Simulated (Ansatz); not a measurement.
# CdInI3 (model cell, started as cubic perovskite with Cd in the octahedra): following an unstable mode

Aim: this structure of CdInI3 (model cell, started as cubic perovskite with Cd in the octahedra) is to be tested for unstable modes, and one is followed downhill.

Calculated with Ansatz 0.2.0; DFT PBEsol, scalar-relativistic, plane waves, PAW; PAW set soft_1.

Report form: the programs' logs are mostly left out.

The structure was built from a prototype and need not be the compound's stable phase.

**1. The starting structure**

It takes space group Pm-3m (No. 221, cubic). Conventional cell: a = 5.778 Å, b = 5.778 Å, c = 5.778 Å, α = 90.00°, β = 90.00°, γ = 90.00°. Nearest to In lie 12 I at 4.09 Å. Cd has 6 I at 2.89 Å nearest. I has 2 Cd at 2.89 Å nearest. Farther neighbours and most contacts between anions are not listed.

As a file:

```cif
data_structure
_symmetry_space_group_name_H-M 'P 1'
_symmetry_Int_Tables_number 1
_cell_length_a 5.7776
_cell_length_b 5.7776
_cell_length_c 5.7776
_cell_angle_alpha 90.000
_cell_angle_beta 90.000
_cell_angle_gamma 90.000
_cell_volume 192.86
loop_
_atom_site_label
_atom_site_type_symbol
_atom_site_fract_x
_atom_site_fract_y
_atom_site_fract_z
_atom_site_occupancy
In1 In 0.00000 0.00000 0.00000 1
Cd2 Cd 0.50000 0.50000 0.50000 1
I3 I 0.50000 0.50000 0.00000 1
I4 I 0.50000 0.00000 0.50000 1
I5 I 0.00000 0.50000 0.50000 1
```

**2. Phonons on a q mesh**

The cell comes from relaxations at this level that are not shown. Stability and thermal properties need the whole zone. Linear response on a 2×2×2 q mesh gives force constants as far as a supercell of that size would.

Input file input.yaml:

```yaml
crystal:
  lattice:
    - [5.777575321, 0.0, 0.0]
    - [0.0, 5.777575321, 0.0]
    - [0.0, 0.0, 5.777575321]
  atoms:
    - { symbol: In, position: [0.0, 0.0, 0.0] }
    - { symbol: Cd, position: [0.5, 0.5, 0.5] }
    - { symbol: I, position: [0.5, 0.5, 0.0] }
    - { symbol: I, position: [0.5, 0.0, 0.5] }
    - { symbol: I, position: [0.0, 0.5, 0.5] }
kpoints:
  mp_grid: { grid: [6, 6, 6] }
hamiltonian:
  xc: pbesol
  pseudopotentials: { kind: paw, azcp: { folder: soft_1 }, xc_functional: pbe }
scf:
  occupations: { method: methfessel_paxton, width: 0.2 }
output:
  eigenvalues: true
phonons:
  method: dfpt
  qmesh: [2, 2, 2]
  temperatures: { t_max: 1000, t_step: 50 }
  qpath:
    path:
      - [[0.0, 0.0, 0.0], [0.0, 0.5, 0.0], [0.5, 0.5, 0.0], [0.0, 0.0, 0.0], [0.5, 0.5, 0.5], [0.0, 0.5, 0.0]]
      - [[0.5, 0.5, 0.5], [0.5, 0.5, 0.0]]
    npoints: 10
```

Launch:

```console
> ansatz run input.yaml --threads 4 --pin off --max-ram 16384MiB --backend cpu --events-out ev --progress --plain --runs-dir out
```

It took 7 min on 4 threads of Arm Neoverse V1, shared host; peak memory 1.8 GiB.

Numbers from this step:

* volume per atom: 38.57 Å³
* gap on the k-mesh: 0 eV
* sum-rule residual before enforcement: 1.20e-4 eV/Å²
* lowest frequency on the path: -51.03 cm⁻¹
* point group: m-3m
* highest frequency on the path or at a solved wavevector: 150.9 cm⁻¹
* highest optical mode at the zone centre (no LO-TO term): 140.4 cm⁻¹
* lowest optical zone-centre mode: -51.03 cm⁻¹
* lowest mode on the q mesh (acoustic modes at Γ apart): -51.03 cm⁻¹

Frequencies (cm⁻¹) solved at each irreducible wavevector; negative means imaginary. Frequencies by wavevector, by row:

| q in reciprocal lattice units | star | mode 1 | mode 2 | mode 3 | mode 4 | mode 13 | mode 14 | mode 15 |
| --- | --- | --- | --- | --- | --- | --- | --- | --- |
| 0 0 0 | 1 | -51 | -51 | -51 | -11.8 | 140.4 | 140.4 | 140.4 |
| 0 0 -0.5 | 3 | -44.6 | -44.6 | -15.9 | -15.9 | 122.4 | 140.8 | 140.8 |
| 0 -0.5 -0.5 | 3 | -45.6 | -45.6 | -45 | -36 | 114 | 137.4 | 141.2 |
| -0.5 -0.5 -0.5 | 1 | -48.6 | -48.6 | -48.6 | -44.3 | 117.4 | 117.4 | 148.1 |

Interpolated from a 2×2×2 q mesh. The phonon branches at the labelled points (cm⁻¹):

| point | branch 1 | branch 2 | branch 3 | branch 4 | branch 12 | branch 13 | branch 14 | branch 15 |
| --- | --- | --- | --- | --- | --- | --- | --- | --- |
| Γ | -51 | -51 | -51 | -12 | 19 | 140 | 140 | 140 |
| halfway | -48 | -48 | -38 | -12 | 71 | 137 | 140 | 140 |
| X | -45 | -45 | -16 | -16 | 112 | 122 | 141 | 141 |
| halfway | -45 | -41 | -38 | -36 | 110 | 113 | 141 | 142 |
| M | -46 | -46 | -45 | -36 | 114 | 114 | 137 | 141 |
| halfway | -46 | -45 | -37 | -30 | 78 | 127 | 141 | 144 |
| Γ | -51 | -51 | -51 | -12 | 19 | 140 | 140 | 140 |
| halfway | -45 | -45 | -37 | -33 | 83 | 127 | 127 | 150 |
| R | -49 | -49 | -49 | -44 | 117 | 117 | 117 | 148 |
| halfway | -44 | -44 | -42 | -38 | 106 | 114 | 127 | 150 |
| X | -45 | -45 | -16 | -16 | 112 | 122 | 141 | 141 |
| jump to R | -49 | -49 | -49 | -44 | 117 | 117 | 117 | 148 |
| halfway | -47 | -47 | -45 | -43 | 116 | 116 | 118 | 149 |
| M | -46 | -46 | -45 | -36 | 114 | 114 | 137 | 141 |

Symmetry leaves 4 wavevectors to solve. The lowest mode among them, the acoustic zeros apart, lies at Γ and is imaginary, 51.0i cm⁻¹, so the energy falls along it.

**3. The mode frozen in, largest atomic shift 0 Å**

The mode followed lies at Γ with frequency 51.0i cm⁻¹ and is 3-fold degenerate, the softest among the wavevectors solved. At small amplitude the distorted cell has space group no. 38 by a symmetry search on the positions. The undistorted cell that holds it gives the zero of energy on the same k mesh.

input.yaml, the sections that differ from step 2:

```yaml
output:
  forces: true
  stress: true
  eigenvalues: true
# crystal, kpoints, hamiltonian, scf: as in step 2
# phonons: removed
```

Wall time 3.5 s (4 threads); peak memory 0.6 GiB.

Numbers from this step:

```
pressure                         : 1.77e-4 GPa
energy from the undistorted cell : 0 meV/atom
```

The run ends at a pressure of 0.00 GPa.

**4. The mode frozen in, largest atomic shift 0.6 Å**

The atoms are moved along the unstable eigenvector, the largest shift by 0.6 Å, with the cell fixed.

input.yaml, the sections that differ from step 3:

```yaml
crystal:
  lattice:
    - [5.777575321, 0.0, 0.0]
    - [0.0, 5.777575321, 0.0]
    - [0.0, 0.0, 5.777575321]
  atoms:
    - { symbol: In, position: [0.0, -0.0734328927, -0.0734328927] }
    - { symbol: Cd, position: [0.5, 0.4945873866, 0.4945873866] }
    - { symbol: I, position: [0.5, 0.5327769857, 0.0056797006] }
    - { symbol: I, position: [0.5, 0.0056797006, 0.5327769857] }
    - { symbol: I, position: [0.0, 0.5327769857, 0.5327769857] }
# kpoints, hamiltonian, scf, output: as in step 3
```

The job ended after 17 s (4 threads; peak memory 0.7 GiB; 66 s of CPU time).

This step gave:

* pressure: 0.5496 GPa
* energy from the undistorted cell: -35.23 meV/atom

The energy, extrapolated to zero smearing, is -35.23 meV/atom against the undistorted cell.

The run ends at a pressure of 0.55 GPa, with forces up to 0.12 eV/Å.

**5. Energy along the mode, all amplitudes (two of the runs are shown above)**

An imaginary frequency means negative curvature, so the energy should fall and then rise again as anharmonic terms take over.

This step gave:

- depth at the lowest point sampled: 35.23 meV/atom
- largest atomic shift at that point: 0.6 Å

Energy from the parent against largest atomic shift:

| largest atomic shift (Å) | energy from the parent (meV/atom) |
| --- | --- |
| 0.000 | 0 |
| 0.040 | -0.256 |
| 0.080 | -1.02 |
| 0.140 | -3.08 |
| 0.220 | -7.37 |
| 0.320 | -14.7 |
| 0.450 | -25.6 |
| 0.600 | -35.2 |

Displacement at unit largest shift by atom:

| atom | x (Å) | y (Å) | z (Å) | size |
| --- | --- | --- | --- | --- |
| In1 | 0.000 | -0.707 | -0.707 | 1.000 |
| Cd2 | 0.000 | -0.052 | -0.052 | 0.074 |
| I3 | 0.000 | 0.316 | 0.055 | 0.321 |
| I4 | 0.000 | 0.055 | 0.316 | 0.321 |
| I5 | 0.000 | 0.316 | 0.316 | 0.447 |

The lowest of the steps tried is the last one, at 0.6 Å, 35.2 meV/atom below the parent; the bottom of the well need not coincide with a step.

**6. Relaxation from the frozen mode**

Starting from the lowest point found, all atoms and the cell are let go, so that strain and other modes of the same symmetry can join in.

Edit input.yaml of step 4 so:

```diff
@@ -22 +22,6 @@
   eigenvalues: true
+relax:
+  adjacent_minimum: "off"
+  f_tol: 0.002
+  max_steps: 120
+  cell: { stress_tol: 0.03 }
```

The job ended after 2.7 min (4 threads; peak memory 0.77 GiB; 11 min of CPU time).

Relaxation path:

| step | energy less that of the first step (eV) | largest force component (eV/Å) | pressure (GPa) | volume (Å³) |
| --- | --- | --- | --- | --- |
| 1 | 0.0000 | 0.1111 | 0.55 | 192.86 |
| 2 | -0.0372 | 0.0826 | -0.04 | 198.71 |
| 3 | -0.0477 | 0.0717 | 0.07 | 200.75 |
| 4 | -0.0511 | 0.0209 | 0.01 | 200.27 |
| 5 | -0.0514 | 0.0049 | -0.01 | 200.38 |
| 6 | -0.0517 | 0.0020 | 0.01 | 200.33 |
| 7 | -0.0517 | 0.0009 | 0.01 | 200.35 |
| 8 | -0.0517 | 0.0010 | 0.00 | 200.40 |
| 9 | -0.0517 | 0.0011 | 0.00 | 200.42 |
| 10 | -0.0517 | 0.0013 | 0.00 | 200.45 |
| 11* | -0.0524 | 0.0013 | -0.01 | 200.45 |

Relaxation steps marked * repeat the geometry before them on a plane-wave basis chosen anew for their cell, so energy and pressure can jump there.

Forces are held to the 4 operations that the run works with; a distortion that breaks them can't arise in this run.

| conventional cell, symmetrised | before | after | change |
| --- | --- | --- | --- |
| a (Å) | 5.778 | 5.819 | +0.7 % |
| b (Å) | 8.171 | 8.111 | -0.7 % |
| c (Å) | 8.171 | 8.494 | +4.0 % |
| volume (Å³/atom) | 38.57 | 40.09 | +3.9 % |

The atoms that moved most (Å, as changes of fractional coordinates times the final cell):

| atom | dx | dy | dz | length |
| --- | --- | --- | --- | --- |
| In1 | 0.000 | -0.167 | -0.167 | 0.235 |
| I4 | 0.000 | 0.060 | 0.111 | 0.126 |
| I3 | 0.000 | 0.111 | 0.060 | 0.126 |
| I5 | 0.000 | -0.060 | -0.060 | 0.085 |
| Cd2 | 0.000 | 0.056 | 0.056 | 0.080 |

Final coordinates:

```cif
data_structure
_symmetry_space_group_name_H-M 'P 1'
_symmetry_Int_Tables_number 1
_cell_length_a 5.8191
_cell_length_b 5.8722
_cell_length_c 5.8722
_cell_angle_alpha 87.361
_cell_angle_beta 90.000
_cell_angle_gamma 90.000
_cell_volume 200.45
loop_
_atom_site_label
_atom_site_type_symbol
_atom_site_fract_x
_atom_site_fract_y
_atom_site_fract_z
_atom_site_occupancy
In1 In 0.00000 0.89884 0.89884 1
Cd2 Cd 0.50000 0.50396 0.50396 1
I3 I 0.50000 0.55138 0.01548 1
I4 I 0.50000 0.01548 0.55138 1
I5 I 0.00000 0.52272 0.52272 1
```

Numbers from this step:

```yaml
pressure: -0.007552 GPa
volume_per_atom: 40.09 Å³
```

The distorted start has space group Amm2; the relaxation ends in Amm2.

**7. The new phase in its own primitive cell**

The relaxed structure is symmetrised, reduced to its primitive cell and relaxed tightly, as its phonons need.

input.yaml, the sections that differ from step 6:

```yaml
crystal:
  lattice:
    - [5.8191259607, 0.0, 0.0]
    - [0.0, 4.0555736457, 4.246794052]
    - [0.0, -4.0555736457, 4.246794052]
  atoms:
    - { symbol: In, position: [0.0, 0.8988436847, 0.8988436847] }
    - { symbol: Cd, position: [0.5, 0.5039570259, 0.5039570259] }
    - { symbol: I, position: [0.5, 0.5513826408, 0.0154811746] }
    - { symbol: I, position: [0.5, 0.0154811746, 0.5513826408] }
    - { symbol: I, position: [0.0, 0.5227236399, 0.5227236399] }
relax:
  adjacent_minimum: "off"
  f_tol: 0.001
  max_steps: 60
  cell: { stress_tol: 0.01 }
# kpoints, hamiltonian, scf, output: as in step 6
```

Wall time 2.2 min (4 threads); peak memory 0.79 GiB.

The steps of the relaxation:

| step | energy less that of the first step (eV) | largest force component (eV/Å) | pressure (GPa) | volume (Å³) |
| --- | --- | --- | --- | --- |
| 1 | 0.0000 | 0.0019 | -0.01 | 200.45 |
| 2 | 0.0000 | 0.0014 | 0.00 | 200.39 |
| 3 | 0.0000 | 0.0011 | 0.00 | 200.36 |
| 4 | 0.0000 | 0.0016 | -0.01 | 200.40 |
| 5 | 0.0000 | 0.0007 | 0.00 | 200.36 |
| 6 | 0.0000 | 0.0010 | 0.00 | 200.36 |
| 7 | 0.0000 | 0.0001 | 0.00 | 200.35 |
| 8 | 0.0000 | 0.0001 | 0.00 | 200.35 |
| 9* | 0.0000 | 0.0001 | 0.00 | 200.35 |

Relaxation steps marked * repeat the geometry before them on a plane-wave basis chosen anew for their cell, so energy and pressure can jump there. Relaxation step 4 was tried and not accepted.

The run keeps the 4 symmetry operations that it works with, so distortions that break them were not tested.

| conventional cell, symmetrised | before | after | change |
| --- | --- | --- | --- |
| a (Å) | 5.819 | 5.821 | +0.0 % |
| b (Å) | 8.111 | 8.108 | -0.0 % |
| c (Å) | 8.494 | 8.491 | -0.0 % |
| volume (Å³/atom) | 40.09 | 40.07 | -0.0 % |

Final coordinates:

```xyz
5
Lattice="5.8207 0.0000 0.0000 0.0000 4.0539 4.2454 0.0000 -4.0539 4.2454" Properties=species:S:1:pos:R:3 pbc="T T T"
In    0.0000    0.0000    7.6297
Cd    2.9103    0.0000    4.2845
I     2.9103    2.1709    2.4066
I     2.9103   -2.1709    2.4066
I     0.0000    0.0000    4.4352
```

This step gave:

| Quantity | Value |
| --- | --- |
| pressure | 8.05e-5 GPa |
| volume per atom | 40.07 Å³ |

The largest force component left is 0.12 meV/Å and the pressure is 0.000 GPa, within the tolerances set. The cell now holds 40.07 Å³/atom.

**8. Modes of the new phase**

A relaxed structure may still be a saddle point, so its zone-centre modes are computed. No field response is asked, since the mesh shows no gap.

input.yaml, the sections that differ from step 7:

```yaml
crystal:
  lattice:
    - [5.8206768182, 0.0, 0.0]
    - [0.0, 4.0538975812, 4.245441885]
    - [0.0, -4.0538975812, 4.245441885]
  atoms:
    - { symbol: In, position: [0.0, 0.8985715316, 0.8985715316] }
    - { symbol: Cd, position: [0.5, 0.5046047006, 0.5046047006] }
    - { symbol: I, position: [0.5, 0.55118359, 0.0156808203] }
    - { symbol: I, position: [0.5, 0.0156808203, 0.55118359] }
    - { symbol: I, position: [0.0, 0.5223475233, 0.5223475233] }
output:
  eigenvalues: true
phonons:
  method: dfpt
# kpoints, hamiltonian, scf: as in step 7
# relax: removed
```

Run time: 4.4 min. Hardware: 4 threads; peak memory 2.4 GiB; 17 min of CPU time.

Numbers from this step:

| Item | Value |
| --- | --- |
| sum-rule residual before enforcement | 1.37e-4 eV/Å² |
| point group | mm2 |
| highest optical mode at the zone centre (no LO-TO term) | 130.1 cm⁻¹ |
| lowest optical zone-centre mode | -15.29 cm⁻¹ |

Patterns of degenerate modes are one choice out of their space. The modes at Γ (shares of kinetic energy by element, %) (negative means imaginary):

| mode | frequency (cm⁻¹) | symmetry | In % | Cd % | I % |
| --- | --- | --- | --- | --- | --- |
| 1 | -15.3 | B1 | 79 | 1 | 20 |
| 2 | -8.1 | B2 | 28 | 4 | 68 |
| 3 | 0.0 | acoustic | 19 | 18 | 63 |
| 4 | 0.0 | acoustic | 19 | 18 | 63 |
| 5 | 0.0 | acoustic | 19 | 18 | 63 |
| 6 | 17.8 | B2 | 16 | 45 | 39 |
| 7 | 23.2 | A1 | 17 | 49 | 34 |
| 8 | 27.3 | B1 | 2 | 48 | 50 |
| 9 | 34.3 | B2 | 37 | 0 | 63 |
| 10 | 41.3 | A2 | 0 | 0 | 100 |
| 11 | 45.8 | A1 | 9 | 5 | 86 |
| 12 | 82.3 | A1 | 55 | 1 | 44 |
| 13 | 118.9 | B2 | 0 | 33 | 67 |
| 14 | 126.2 | A1 | 0 | 26 | 74 |
| 15 | 130.1 | B1 | 0 | 32 | 68 |

Displacements in mode 1 (-15.3 cm⁻¹), the largest set to 1:
```
In1  1.00  0.00  0.00
Cd2 -0.11  0.00  0.00
I3  -0.31  0.00  0.00
I4  -0.31  0.00  0.00
I5  -0.18  0.00  0.00
```

Displacements in mode 15 (130.1 cm⁻¹), the largest set to 1:
```
In1  0.00  0.00  0.00
Cd2 -0.76  0.00  0.00
I3  -0.17  0.00  0.00
I4  -0.17  0.00  0.00
I5   1.00  0.00  0.00
```

Before it was imposed, the acoustic sum rule was missed by 1.4e-4 eV/Å². Small misses are needed for a sound result but don't prove that mesh and cutoff are converged. The lowest optical mode is imaginary, 15.3i cm⁻¹, so the energy falls along it.

**9. Summary of results**

```yaml
unstable_mode_of_the_parent: q = (0, 0, 0), 51i cm⁻¹
depth_at_the_lowest_point_sampled: 35.2 meV/atom
largest_atomic_shift_at_that_point: 0.6 Å
space_group_reached_within_0p01_a: Amm2
energy_gained_over_the_parent_first_relaxation_on_the_mesh_of_the_frozen_mode: 46.2 meV/atom
volume_per_atom_phase_reached: 40.1 Å³
lowest_optical_zone_centre_mode_phase_reached: -15.3 cm⁻¹
highest_optical_mode_at_the_zone_centre_no_lo_to_term_phase_reached: 130 cm⁻¹
```

Along this mode the structure falls into Amm2, 46.2 meV/atom below the parent. At the parent's cell the well is 35.23 meV/atom deep on the steps tried, with its lowest point at a shift of 0.6 Å. That is the last step tried, so the steps alone don't bracket the bottom of the well. Relaxing atoms and cell changes the gain by +10.92 meV/atom against the lowest step (energies at zero smearing). The new phase still has an imaginary mode at the zone centre of its cell, so it is a saddle point on the way to a lower structure. Of the 6 patterns followed to their end from this parent, this one ends 22.0 meV/atom above the lowest, P4mm. Each path keeps the symmetry of its pattern, so a lower phase may lie along a pattern not tried. With no gap, or one that is small against the smearing, the frequencies hang on the k mesh and the smearing, most of all near Kohn anomalies. A semilocal functional can close a gap that the real compound would have, so the metallic treatment may be an artefact of the level. Spin-orbit coupling is left out, which can matter for the heavy elements here. The PAW files were made for PBE and serve the other functionals too. The starting cell was built on a prototype and not taken from a measurement, so the phase need not exist.

[Logs are printed without paths, hosts, clocks, repeated set-up lines and the standing remarks that a program may print on its own settings, such as how far it seeks lower states.]

[Hosts, paths, dates, database ids (printed as entryN), source tags and the programs' standing remarks are cut or masked in the printed files.]
